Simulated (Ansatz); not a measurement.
# YVO4 (I4_1/amd): band gap by G0W0 on r2SCAN, part 2 of 2

How far does one-shot GW move the r2SCAN gap of YVO4 (I4_1/amd)?

Ansatz 0.2.0; r2SCAN, then G0W0 on it, plane waves, PAW. Known limits of the many-body steps: finite bands, screening cutoff and k mesh; no spin-orbit coupling in G0W0; no spin polarisation.

So far. Step 2 (Bands along the symmetry lines): Over mesh and path the gap is 3.321 eV, from k = (0.045, 0.045, -0.045) to k = Γ, and equal within 1 meV to the least direct gap at k = Γ.

In doubt: masses and optical values from hybrid runs of this build are listed as unsure (in some of the runs), which bears on the screening that GW takes from such a start.

### Step 3. The quasiparticle correction

G0W0 replaces the xc potential by a self-energy built once from the orbitals of the start. Levels are corrected in the window of bands that the input names, at points of the mesh.

This step: G0W0 on r2SCAN, plane waves, PAW.

input.yaml reads:

```yaml
crystal:
  lattice:
    - [-3.55915, 3.55915, 3.14465]
    - [3.55915, -3.55915, 3.14465]
    - [3.55915, 3.55915, -3.14465]
  atoms:
    - { symbol: "Y", position: [0.75, 0.25, 0.5] }
    - { symbol: "Y", position: [0.0, 0.0, 0.0] }
    - { symbol: V, position: [0.5, 0.5, 0.0] }
    - { symbol: V, position: [0.25, 0.75, 0.5] }
    - { symbol: O, position: [0.51, 0.3258, 0.1842] }
    - { symbol: O, position: [0.0758, 0.3916, 0.3158] }
    - { symbol: O, position: [0.1416, 0.3258, 0.8158] }
    - { symbol: O, position: [0.0758, 0.76, 0.6842] }
    - { symbol: O, position: [0.24, 0.9242, 0.3158] }
    - { symbol: O, position: [0.6742, 0.49, 0.8158] }
    - { symbol: O, position: [0.6084, 0.9242, 0.6842] }
    - { symbol: O, position: [0.6742, 0.8584, 0.1842] }
kpoints:
  mp_grid: { grid: [4, 4, 4] }
hamiltonian:
  xc: r2scan
scf:
  occupations: { method: fixed }
gw:
  n_empty_bands: 732
  ecut_chi: 160.0
  qp_bands: [v4, c4]
  qp_kpoints: band_edges
  screening: { model: contour_deformation }
```

Started as:

```sh
$ ansatz run input.yaml --threads 3 --pin off --max-ram 92160MiB --backend cuda --events-out ev --progress --plain --runs-dir out --devices 1 --max-vram 13GiB
```

Numbers of over 12 decimals in the logs are rounded to 6 here.

What it wrote:

```text
GPUs: using 1 of 1 available (devices: 1).
[...]
GPU FFT provider: cuFFT
GPU libraries: cuBLAS 13.8.2, cuFFT 12.4.0, cuSOLVER 12.3.4
Crystal: 12 atoms, lattice volume = 159.340 Å³
Basis set: ecut = 500 eV, 4023 PW (Γ), exchange–correlation on 180×180×180 points (64 copies of the dense FFT grid, shifted against one another)
Bands: 60, of which v1, the nominal top of the filled ones, is band 48 counted from 1 (47 counted from 0)
Symmetry: 16 space group operations
[...]
k-points: 13 of 64
[...]
GPU buffer pool allocated for 91125 grid points (all kernels)
[...]
SCF iter   1: F=—  HF=-18120.950471 eV  |F-HF|=—  |Δ(HF+E_count)|=         —  Δρ=2.54e-2  dr2=1.29e0  dr2_τ=7.44e-1  ethr=1.77e-3  ⟨swp⟩=3.4  Hψ=2294  notcnv=0  defer=107
[...]
SCF iter   9: F=-18121.012406 eV  HF=-18121.012406 eV  |F-HF|=2.76e-8  |Δ(HF+E_count)|=   1.47e-8  Δρ=4.09e-6  dr2=3.30e-8  dr2_τ=8.01e-10  ethr=1.04e-10  ⟨swp⟩=9.4  Hψ=2550  notcnv=0
SCF 1 converged in 9 iterations: F = -18121.012406 eV  dr2 = 3.30e-8
[...]
NSCF: frozen V_eff on 13 k-points
the band table was solved once the SCF had ended and its energy, with any forces and stress, was formed, with the checks that follow a solve (2870 applications of the Hamiltonian). They found nothing against the state; the energy, forces and stress were not computed again (output.eigenvalues in the input reference)
[...]
G₀W₀ screening: q 1/13
[... further progress lines ...]
[...]
SCF converged after 9 iterations
Free energy (F): -18121.012406 eV
[...]
Internal energy: -18121.012406 eV  (E = F + TS)
E sigma→0 (E₀):  -18121.012406 eV
Fermi energy:    5.904425 eV
[...]
--- Band table (eV; the first three rows and the last of 13) ---
  k-point 0: bands = [... 44 lower, 5.5094, 5.5160, 5.5160, 5.9044, 9.2255, 9.9472, 10.1501, 10.1658, ... 8 higher]
  k-point 1: bands = [... 44 lower, 5.3305, 5.3888, 5.5239, 5.7745, 9.4763, 9.9507, 10.0550, 10.2326, ... 8 higher]
  k-point 2: bands = [... 44 lower, 5.1321, 5.1321, 5.5399, 5.5399, 9.9199, 9.9199, 10.0606, 10.0606, ... 8 higher]
  k-point 12: bands = [... 44 lower, 5.0933, 5.0933, 5.3481, 5.3481, 9.9737, 9.9737, 10.2169, 10.2169, ... 8 higher]
--- G₀W₀: contour deformation, 6 samples at zero and on the imaginary axis and 1 off it, 64 q-points, 732 empty bands' worth ---
  eigenvalues of the whole cell's RPA ε∞ on this k-mesh (on a slab, of 1 + 4πα/V) = 3.4833, 3.4833, 4.2041; static W/v taken at q = 0 is 0.269203
  gw.qp_kpoints: band_edges: 11 of 13 stored k-points solved, in 1 pass; an edge of the gap read off the rows below is read off those points alone
    valence top: of the k-points left out ik 11 came nearest to being solved in a further pass, in band 47 (counted from 1, as in the quasiparticle table): it holds the edge there only if its correction is more favourable than any solved in that band by at least 0.521 eV; those differ by 0.055 eV
    conduction bottom: of the k-points left out ik 11 came nearest to being solved in a further pass, in band 49 (counted from 1, as in the quasiparticle table): it holds the edge there only if its correction is more favourable than any solved in that band by at least 0.729 eV; those differ by 0.174 eV
    ik  band        ε_KS         Σx   Σc(E_QP)       V_xc       Z   E_QP_lin       E_QP  E_QP is
     0    45      5.5094   -25.7103     4.2021   -21.0292  0.7471     5.0271     5.0304  root
     0    46      5.5160   -25.4190     4.1671   -20.7690  0.7473     5.0297     5.0331  root
     0    47      5.5160   -25.4190     4.1671   -20.7690  0.7473     5.0297     5.0331  root
     0    48      5.9044   -25.6194     4.1951   -20.9616  0.7449     5.4387     5.4418  root
     0    49      9.2255   -14.7300    -5.9011   -22.0077  0.7588    10.6272    10.6021  root
     0    50      9.9472   -16.4076    -6.4802   -24.4406  0.7405    11.5380    11.5000  root
     0    51     10.1501   -16.5038    -6.1571   -24.2237  0.7408    11.7516    11.7129  root
     0    52     10.1658   -16.6723    -5.8648   -24.0892  0.7368    11.7567    11.7179  root
     1    45      5.3305   -25.1932     4.1163   -20.5856  0.7458     4.8356     4.8393  root
     1    46      5.3888   -25.2856     4.1936   -20.5946  0.7457     4.8876     4.8914  root
     1    47      5.5239   -25.5054     4.2194   -20.8019  0.7449     5.0364     5.0399  root
     1    48      5.7745   -25.5078     4.2129   -20.8182  0.7445     5.2945     5.2978  root
     1    49      9.4763   -15.1183    -5.8819   -22.4073  0.7544    10.9109    10.8835  root
     1    50      9.9507   -16.3430    -6.3936   -24.2799  0.7418    11.5310    11.4939  root
     1    51     10.0550   -16.2237    -6.1449   -23.9065  0.7438    11.6294    11.5930  root
     1    52     10.2326   -16.9603    -5.9548   -24.4861  0.7330    11.8448    11.8036  root
     2    45      5.1321   -25.1699     4.2493   -20.3990  0.7429     4.6062     4.6106  root
     2    46      5.1321   -25.1699     4.2493   -20.3990  0.7429     4.6062     4.6106  root
     2    47      5.5399   -25.3272     4.2388   -20.5925  0.7437     5.0401     5.0439  root
     2    48      5.5399   -25.3272     4.2388   -20.5925  0.7437     5.0401     5.0439  root
     2    49      9.9199   -15.9916    -6.1463   -23.6443  0.7454    11.4606    11.4262  root
     2    50      9.9199   -15.9916    -6.1463   -23.6443  0.7454    11.4606    11.4262  root
     2    51     10.0606   -16.4541    -6.0561   -24.0426  0.7394    11.6302    11.5930  root
     2    52     10.0606   -16.4541    -6.0561   -24.0426  0.7394    11.6302    11.5930  root
     3    45      5.3515   -25.1393     4.2283   -20.4028  0.7431     4.8394     4.8434  root
     3    46      5.5137   -25.5476     4.1461   -20.9192  0.7475     5.0280     5.0314  root
     3    47      5.6569   -25.6355     4.1592   -20.9997  0.7479     5.1771     5.1803  root
     3    48      5.8554   -25.6240     4.1887   -20.9703  0.7453     5.3873     5.3904  root
     3    49      9.5485   -15.3769    -5.9049   -22.7101  0.7512    11.0058    10.9768  root
     3    50      9.9929   -16.4372    -6.3226   -24.3030  0.7416    11.5732    11.5361  root
     3    51     10.1234   -16.5574    -6.1083   -24.2252  0.7419    11.7209    11.6829  root
     3    52     10.1450   -16.6601    -5.8896   -24.0986  0.7367    11.7326    11.6939  root
     4    45      5.1638   -25.2152     4.2032   -20.4964  0.7437     4.6441     4.6483  root
     4    46      5.3767   -25.1974     4.1958   -20.4933  0.7448     4.8645     4.8685  root
     4    47      5.4543   -25.3094     4.1902   -20.6187  0.7450     4.9499     4.9537  root
     4    48      5.6565   -25.3810     4.2140   -20.6791  0.7442     5.1650     5.1686  root
     4    49      9.8589   -15.9139    -5.9728   -23.3693  0.7443    11.3752    11.3415  root
     4    50     10.0099   -16.3920    -6.1591   -24.0874  0.7436    11.5824    11.5463  root
     4    51     10.0546   -16.4104    -6.1494   -24.0987  0.7428    11.6301    11.5935  root
     4    52     10.1798   -16.8689    -6.0182   -24.4506  0.7335    11.7839    11.7433  root
[...]
9    49     10.0058   -16.4566    -6.1770   -24.1847  0.7433    11.5937    11.5569  root
     9    50     10.0098   -16.2974    -5.9121   -23.7225  0.7404    11.5586    11.5229  root
     9    51     10.0498   -16.5120    -6.2568   -24.3197  0.7412    11.6384    11.6007  root
     9    52     10.2038   -16.9200    -6.0977   -24.5890  0.7317    11.8170    11.7751  root
    10    45      5.2291   -25.0245     4.2907   -20.2062  0.7414     4.6970     4.7016  root
    10    46      5.2925   -25.3425     4.2015   -20.6414  0.7447     4.7891     4.7929  root
    10    47      5.4644   -25.5291     4.2056   -20.8321  0.7467     4.9695     4.9730  root
    10    48      5.6319   -25.4027     4.2105   -20.7057  0.7446     5.1419     5.1454  root
    10    49      9.6966   -15.5643    -5.8949   -22.9035  0.7491    11.1713    11.1408  root
    10    50      9.9408   -16.2932    -6.3414   -24.1751  0.7430    11.5179    11.4813  root
    10    51     10.0165   -16.2263    -6.1822   -23.9455  0.7443    11.5897    11.5535  root
    10    52     10.2685   -17.0896    -5.9905   -24.6597  0.7311    11.8904    11.8480  root
```

It took 1.9 min on 1 × NVIDIA H100 80GB HBM3 (shared by 6 runs) with 3 threads of AMD EPYC 7R13 (Zen 3), shared host; peak memory 3.1 GiB; 2.8 min of CPU time.

Numbers from this step:

```yaml
bands_summed: 780
rpa_eps_infinity_on_this_mesh_eigenvalues: 3.483, 3.483, 4.204
plane_waves_in_the_screening_matrix: 703
q_points_in_the_mesh: 64
g0w0_gap_over_the_corrected_points: 5.160 eV
k_of_the_valence_top: 0, 0, 0
k_of_the_conduction_bottom: 0, 0, 0
starting_gap_on_the_mesh: 3.321 eV
z_at_the_valence_top: 0.7449
z_at_the_conduction_bottom: 0.7588
least_direct_g0w0_gap_over_the_corrected_points: 5.160 eV
```

Over 11 of 13 irreducible mesh points the G0W0 gap is 5.160 eV, direct, at k = Γ. The r2SCAN gap of this run on the mesh is 3.321 eV. The two states that bound the G0W0 gap lie that far apart at the start, so the correction of the gap is 5.160 − 3.321 = +1.839 eV. The start of this run differs from the step before in mesh (6×6×6 and 4×4×4).

Labels follow the order of the start: v1 is the top filled band, c1 the lowest empty one; levels that stay degenerate share a row, the window can cut a multiplet, doubted levels are not marked in this list, bands outside the window were not corrected, and the list may be a part of the corrected levels. Levels before and after the correction, in eV, zero at the valence-band top of each column:

```tsv
	conduction bottom	valence top
Kohn-Sham	3.32	0.00
G0W0	5.16	0.00
```

```tsv
	level	occupation	energy (eV)
Kohn-Sham	Γ v4	2	-0.395
Kohn-Sham	Γ v3-v2	2	-0.388
Kohn-Sham	Γ v1	2	0.000
Kohn-Sham	Γ c1	0	3.321
Kohn-Sham	Γ c2	0	4.043
Kohn-Sham	Γ c3	0	4.246
Kohn-Sham	Γ c4	0	4.261
G0W0	Γ v4	2	-0.411
G0W0	Γ v3-v2	2	-0.409
G0W0	Γ v1	2	0.000
G0W0	Γ c1	0	5.160
G0W0	Γ c2	0	6.058
G0W0	Γ c3	0	6.271
G0W0	Γ c4	0	6.276
```

The parts of the quasiparticle energy for the two states that bound the G0W0 gap, in eV on the run's own scale (QP = start + Σx + Σc − Vxc, with Σc at the quasiparticle energy):

```tsv
edge	k	band	start	Σx	Σc	Vxc	Z	QP
valence top	Γ	48	5.904	−25.619	4.195	−20.962	0.745	5.442
conduction bottom	Γ	49	9.226	−14.730	−5.901	−22.008	0.759	10.602
```

### Step 4. Spin-orbit coupling in r2SCAN

This run has two-component orbitals with spin-orbit coupling.

This step: DFT, r2SCAN with spin-orbit coupling, plane waves, PAW.

input.yaml, the sections that differ from step 3:

```yaml
kpoints:
  mp_grid: { grid: [6, 6, 6] }
  band_path:
    path:
      - [0.0, 0.0, 0.0]
      - [0.0, 0.0, 0.5]
      - [-0.5, 0.5, 0.5]
      - [0.44516056, 0.44516056, -0.44516056]
      - [-0.44516056, 0.55483944, 0.44516056]
      - [0.25, 0.25, 0.25]
      - [0.0, 0.5, 0.0]
      - [0.044516056, 0.044516056, -0.044516056]
    npoints: 1
scf:
  occupations: { method: fixed }
  n_extra_bands: 16
magnetization:
  noncollinear: true
  spin_orbit: true
output:
  eigenvalues: true
# crystal, hamiltonian: as in step 3
# gw: removed
```

What it wrote:

```text
[...]
GPUs: using 1 of 1 available (devices: 1).
[...]
non-collinear run that drives no moment, with spin-orbit: no starting moment large enough to seed its density (crystal.atoms[].spin), no starting occupations that ask for one, no magnetisation constraint and no magnetic field, so the semilocal B_xc is pinned to zero
[...]
GPU FFT provider: cuFFT
GPU libraries: cuBLAS 13.8.2, cuFFT 12.4.0, cuSOLVER 12.3.4
Crystal: 12 atoms, lattice volume = 159.340 Å³
Basis set: ecut = 500 eV, 4023 PW (Γ), exchange–correlation on 180×180×180 points (64 copies of the dense FFT grid, shifted against one another)
Bands: 112, of which v1, the nominal top of the filled ones, is band 96 counted from 1 (95 counted from 0)
Symmetry: 16 space group operations + 16 with time reversal
[...]
k-points: 30 of 216
Projection manifold: j_resolved (fully-relativistic pseudo-atomic orbitals)
[...]
GPU buffer pool allocated for 91125 grid points (all kernels)
[...]
SCF iter   1: F=—  HF=-18110.035150 eV  |F-HF|=—  |Δ(HF+E_count)|=         —  Δρ=5.79e-2  dr2=5.58e0  dr2_τ=2.81e-1  dr2_m=0.00e0 (ungated)  ethr=3.10e-3  |M|=0.00e0 ∫|m|=0.00e0 μB  |m|>n=0.0e0 m-floor=0.0e0 τ_xc=0.0e0  β_m=0.30  ⟨swp⟩=3.0  Hψ=6488  notcnv=0  defer=248
[...]
spin=Noncollinear: Resta preconditioning applied to the charge; magnetization (m_x, m_y, m_z) channels mix plain (no charge-response kernel on spin).
SCF iter   2: F=—  HF=-18109.590459 eV  |F-HF|=—  |Δ(HF+E_count)|=   4.45e-1  Δρ=4.01e-2  dr2=2.68e0  dr2_τ=3.39e-2  dr2_m=0.00e0 (ungated)  ethr=3.10e-3  |M|=0.00e0 ∫|m|=0.00e0 μB  |m|>n=0.0e0 m-floor=0.0e0 τ_xc=0.0e0  β_m=0.51  ⟨swp⟩=3.0  Hψ=3031  notcnv=0  defer=238
[...]
SCF iter  10: F=-18109.647520 eV  HF=-18109.647520 eV  |F-HF|=2.36e-9  |Δ(HF+E_count)|=   4.32e-9  Δρ=1.58e-6  dr2=5.35e-9  dr2_τ=6.75e-11  dr2_m=0.00e0 (ungated)  ethr=1.04e-10  |M|=0.00e0 ∫|m|=0.00e0 μB  |m|>n=0.0e0 m-floor=0.0e0 τ_xc=0.0e0  ⟨swp⟩=10.4  Hψ=5205  notcnv=0
SCF 1 converged in 10 iterations: F = -18109.647520 eV  dr2 = 5.35e-9
[...]
SCF converged after 10 iterations
Magnetization: |M| = 0.0000 μB,  M = (+0.0000, +0.0000, +0.0000) μB
Absolute magnetization: 0.0000 μB (∫|m|)
  site 0: m = (+0.0000, +0.0000, +0.0000) μB, |m| = 0.0000 μB  (R = 0.95 Å)
  site 1: m = (+0.0000, +0.0000, +0.0000) μB, |m| = 0.0000 μB  (R = 0.95 Å)
  site 2: m = (+0.0000, +0.0000, +0.0000) μB, |m| = 0.0000 μB  (R = 0.70 Å)
  site 3: m = (+0.0000, +0.0000, +0.0000) μB, |m| = 0.0000 μB  (R = 0.70 Å)
  site 4: m = (+0.0000, +0.0000, +0.0000) μB, |m| = 0.0000 μB  (R = 0.70 Å)
  site 5: m = (+0.0000, +0.0000, +0.0000) μB, |m| = 0.0000 μB  (R = 0.70 Å)
  site 6: m = (+0.0000, +0.0000, +0.0000) μB, |m| = 0.0000 μB  (R = 0.70 Å)
  site 7: m = (+0.0000, +0.0000, +0.0000) μB, |m| = 0.0000 μB  (R = 0.70 Å)
  site 8: m = (+0.0000, +0.0000, +0.0000) μB, |m| = 0.0000 μB  (R = 0.70 Å)
  site 9: m = (+0.0000, +0.0000, +0.0000) μB, |m| = 0.0000 μB  (R = 0.70 Å)
  site 10: m = (+0.0000, +0.0000, +0.0000) μB, |m| = 0.0000 μB  (R = 0.70 Å)
  site 11: m = (+0.0000, +0.0000, +0.0000) μB, |m| = 0.0000 μB  (R = 0.70 Å)
Free energy (F): -18109.647520 eV
[...]
Internal energy: -18109.647520 eV  (E = F + TS)
E sigma→0 (E₀):  -18109.647520 eV
Fermi energy:    5.905041 eV
[...]
--- Band table (eV; the first three rows and the last of 30) ---
  k-point 0: bands = [... 92 lower, 5.5233, 5.5233, 5.9050, 5.9050, 9.2258, 9.2258, 9.9476, 9.9476, ... 12 higher]
  k-point 1: bands = [... 92 lower, 5.5277, 5.5277, 5.8459, 5.8459, 9.3437, 9.3437, 9.9479, 9.9479, ... 12 higher]
  k-point 2: bands = [... 92 lower, 5.5174, 5.5174, 5.6868, 5.6868, 9.6394, 9.6394, 9.9591, 9.9591, ... 12 higher]
  k-point 29: bands = [... 92 lower, 5.3490, 5.3490, 5.3490, 5.3490, 9.9737, 9.9737, 9.9737, 9.9737, ... 12 higher]
```

Run time: 9.7 s. Hardware: 1 × NVIDIA H100 80GB HBM3 (shared by 6 runs) with 3 threads; peak memory 1.4 GiB; 20 s of CPU time.

This step gave:

| Item | Value |
| --- | --- |
| gap | 3.321 eV |
| valence top at | k = (0.045, 0.045, -0.045) |
| conduction bottom at | Γ |
| least direct gap | 3.321 eV |

Over mesh and listed points the gap is 3.321 eV, from k = (0.045, 0.045, -0.045) to k = Γ, and equal within 1 meV to the least direct gap at k = Γ. r2SCAN+SOC against r2SCAN: 3.321 − 3.321 = +0.000 eV, with the same mesh, set of files (read in its fully relativistic form for the spin-orbit run) and cutoff, and both edges at the same k points. The spin-orbit run sees mesh and listed points alone, so its gap is an upper bound: the coupling can move an edge off these points, and the change over the zone, its sign included where it is small, is not known.

### Step 5. The runs together

Each gap is the least one over the points named; times are wall times on shared hosts, not benchmarks. A G0W0 time includes the run's own self-consistent start. Runs with listed points see these and the mesh alone, so an edge that moves elsewhere is missed. Rows marked * are further runs, not shown as steps, whose inputs differ from the G0W0 step on the same start in the columns given; solver thresholds can differ too.

```tsv
level	mesh	files, cutoff	bands summed, screening	points	gap (eV)	valence top	conduction bottom	least direct gap (eV)	time
r2SCAN	6×6×6	soft_2 PAW, 500 eV	-	mesh and path	3.321	(0.045, 0.045, -0.045)	Γ	3.321	10 s
r2SCAN+SOC	6×6×6	soft_2 PAW, 500 eV	-	mesh and listed points	3.321	(0.045, 0.045, -0.045)	Γ	3.321	9.7 s
G0W0@r2SCAN*	4×4×4	soft_2 PAW, 500 eV	168, 48 eV	11 of 13 irreducible mesh points	5.451	Γ	Γ	5.451	20 s
G0W0@r2SCAN*	4×4×4	soft_2 PAW, 500 eV	388, 96 eV	11 of 13 irreducible mesh points	5.158	Γ	Γ	5.158	49 s
G0W0@r2SCAN	4×4×4	soft_2 PAW, 500 eV	780, 160 eV	11 of 13 irreducible mesh points	5.160	Γ	Γ	5.160	1.9 min
G0W0@r2SCAN*	2×2×2	soft_2 PAW, 500 eV	388, 96 eV	all 4 irreducible mesh points	5.166	Γ	Γ	5.166	11 s
G0W0@r2SCAN*	4×4×4	soft_2 PAW, 500 eV	388, 96 eV, plasmon pole	11 of 13 irreducible mesh points	5.201	Γ	Γ	5.201	67 s
```

### Step 6. What came out

| Property | Result |
| --- | --- |
| r2SCAN gap over mesh and path | 3.321 eV, from k = (0.045, 0.045, -0.045) to k = Γ, and equal within 1 meV to the least direct gap at k = Γ |
| G0W0@r2SCAN gap over 11 of 13 irreducible mesh points | 5.160 eV, direct, at k = Γ |
| r2SCAN+SOC gap over mesh and listed points | 3.321 eV |
| GW settings | 4×4×4 mesh, 732 empty bands, screening to 160 eV |
| known limits | finite bands, screening cutoff and k mesh; no spin-orbit coupling in G0W0; no spin polarisation |

Over 11 of 13 irreducible mesh points the G0W0 gap is 5.160 eV, direct, at k = Γ. The r2SCAN gap of this run on the mesh is 3.321 eV. The two states that bound the G0W0 gap lie that far apart at the start, so the correction of the gap is 5.160 − 3.321 = +1.839 eV. The valence state moves by 5.442 − 5.904 = −0.462 eV and the conduction state by 10.602 − 9.226 = +1.376 eV, on the run's own scale; with 168 bands the edge states move by −0.042 and +2.088 eV, so the split between the edges depends on the bands and cutoff. Over mesh and path, r2SCAN puts the valence top at k = (0.045, 0.045, -0.045), which is no corrected point. The start's gap on the mesh of the G0W0 run, 3.321 eV, is no wider than the 3.321 eV found there (the runs differ in mesh (6×6×6 and 4×4×4)), so it is not shown that this mesh misses an edge. Levels at other points were not corrected, so a lower G0W0 gap elsewhere in the zone is not ruled out. From 168 bands and 48 eV to 780 bands and 160 eV the gap moves by 5.160 − 5.451 = −0.291 eV (rung by rung 5.451, 5.158, 5.160 eV); bands and screening cutoff rise together, so their parts are not told apart. The gap turns back along the series (5.451, 5.158, 5.160 eV), so no line is drawn and the limit is not known. With the 2×2×2 mesh in place of the 4×4×4 mesh and all else as in the G0W0@r2SCAN row with 388 bands, the gap differs by 5.166 − 5.158 = +0.008 eV, and that of the start by 3.320 − 3.321 = −0.001 eV. With the plasmon pole model in place of the contour deformation model and all else as in the G0W0@r2SCAN row with 388 bands, the gap differs by 5.201 − 5.158 = +0.043 eV. G0W0 on other starts in this series, not shown as steps and not all at these settings: 5.454 eV on HSE06 (4×4×4, soft_2 PAW, 388 bands, 96 eV) and 5.139 eV on LDA (4×4×4, soft_2 PAW, 388 bands, 96 eV). r2SCAN+SOC against r2SCAN: 3.321 − 3.321 = +0.000 eV, with the same mesh, set of files (read in its fully relativistic form for the spin-orbit run) and cutoff, and both edges at the same k points. The spin-orbit run sees mesh and listed points alone, so its gap is an upper bound: the coupling can move an edge off these points, and the change over the zone, its sign included where it is small, is not known. What spin-orbit coupling does to the G0W0 levels was not computed, so no sum with the G0W0 gap is formed. The G0W0 runs are scalar-relativistic. The runs have no spin polarisation, and the cell holds V; whether a magnetic state lies lower is not shown here. Where d states form a band edge, one-shot GW is known to depend on its start; the orbital character of the edges was not analysed here. G0W0@r2SCAN runs of this series with other atomic data on the same mesh, not shown as steps, give 5.133 eV (hard PAW, 1050 eV, 388 bands, screening to 96 eV; the table's row with the same empty bands and screening cutoff has 5.158 eV); where bands and cutoffs differ too, the part of the files is not isolated.

[Paths, hosts, dates, memory and timing lines, banners, echoed tables and standing remarks are left out of the program output.]

[Logs are printed without paths, hosts, clocks, repeated set-up lines and the standing remarks that a program may print on its own settings, such as how far it seeks lower states.]

[Runs of the session that timed out or met a known fault of the program may be left out.]

[Cells called generated may have been cut or substituted from an entry of the Crystallography Open Database or the Materials Project.]

[Hosts, paths, dates, database ids (printed as entryN), source tags and the programs' standing remarks are cut or masked in the printed files.]

[Where an RPA ε∞ is given, it is that of the G0W0 mesh and is not shown converged in it. Names of k-points follow the symmetry that the program found, which can be lower than the space group named. Band edges on a path are those of the sampled points; other points can move an edge, and change direct to indirect where valleys lie close.]

[Hybrid gaps are those of their k-mesh and are not shown converged in it.]
